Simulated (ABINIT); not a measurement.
BN (P6_3mc): refractive index against wavelength

The refractive index of BN (P6_3mc) along x below the direct gap (8.30 eV on the mesh) is read from one computed spectrum, n = √(Re ε). x, y and z are the Cartesian axes of the input cell.

Cell: a, b, c = 2.536, 2.536, 4.199 Å (primitive vectors), 4 atoms.

Method: ABINIT 10.8.3, LDA, independent particles, k-mesh 15×15×8, Lorentzian half width 0.04 eV.

Launch of the response step: `optic optic.abi`. The run took 52 s, its band step included, on 4 threads of Intel(R) Xeon(R) Processor @ 2.70GHz, on a shared host.

```
wavelength (nm)  photon energy E (eV)       n
            532                 2.331  2.1524
            450                 2.755  2.1650
            405                 3.061       ?
            365                 3.397  2.1888
            308                 4.025  2.2188
            266                 4.661  2.2568
            248                 4.999  2.2809
```

In the single-oscillator model n² − 1 = E₀E_d/(E₀² − E²), so 1/(n² − 1) = E₀/E_d − E²/(E₀E_d) is linear in E².

Working, on the rows shown:

| x = E² (eV²) | y = 1/(n² − 1) |
| --- | --- |
| 5.43137 | 0.275268 |
| 7.59115 | 0.271207 |
| 11.5384 | 0.263793 |
| 16.2043 | 0.254902 |
| 21.7255 | 0.244311 |
| 24.9936 | 0.237953 |

Means: x̄ = 14.581, ȳ = 0.25791. Σ(x − x̄)(y − ȳ) = -0.5795, Σ(x − x̄)² = 303.9. Slope = -0.5795 / 303.9 = -0.001907; intercept = ȳ − slope · x̄ = 0.28571. Turned back into n, the line misses the rows shown by at most 0.00038.

**Question.** What does the fit predict for the withheld row, and how well does it do?

**Answer.** At x = 9.3718 the line gives y = 0.26784, that is 2.1757. The run gave 2.1756, so the interpolation is off by 8.5e-05, 0.1 % of the range in the table.

Refitted with all rows, the slope is -0.001907 and the intercept 0.28572. These give E₀ = √(intercept/−slope) = 12.24 eV and E_d = E₀/intercept = 42.8 eV; E₀ is 1.5 times the direct gap. The electronic limit at long wavelengths, without lattice vibrations, is n = √(1 + 1/intercept) = 2.121. The cell comes from an older database entry, whose edges can be off by a per cent or so. Excitons are left out and so are local fields; LDA gaps are as a rule too small. The values come from a sum over the points of one k-mesh and carry its error, which grows as the direct gap shrinks.

[Logs are printed without paths, hosts, clocks, repeated set-up lines and the standing remarks that a program may print on its own settings, such as how far it seeks lower states.]
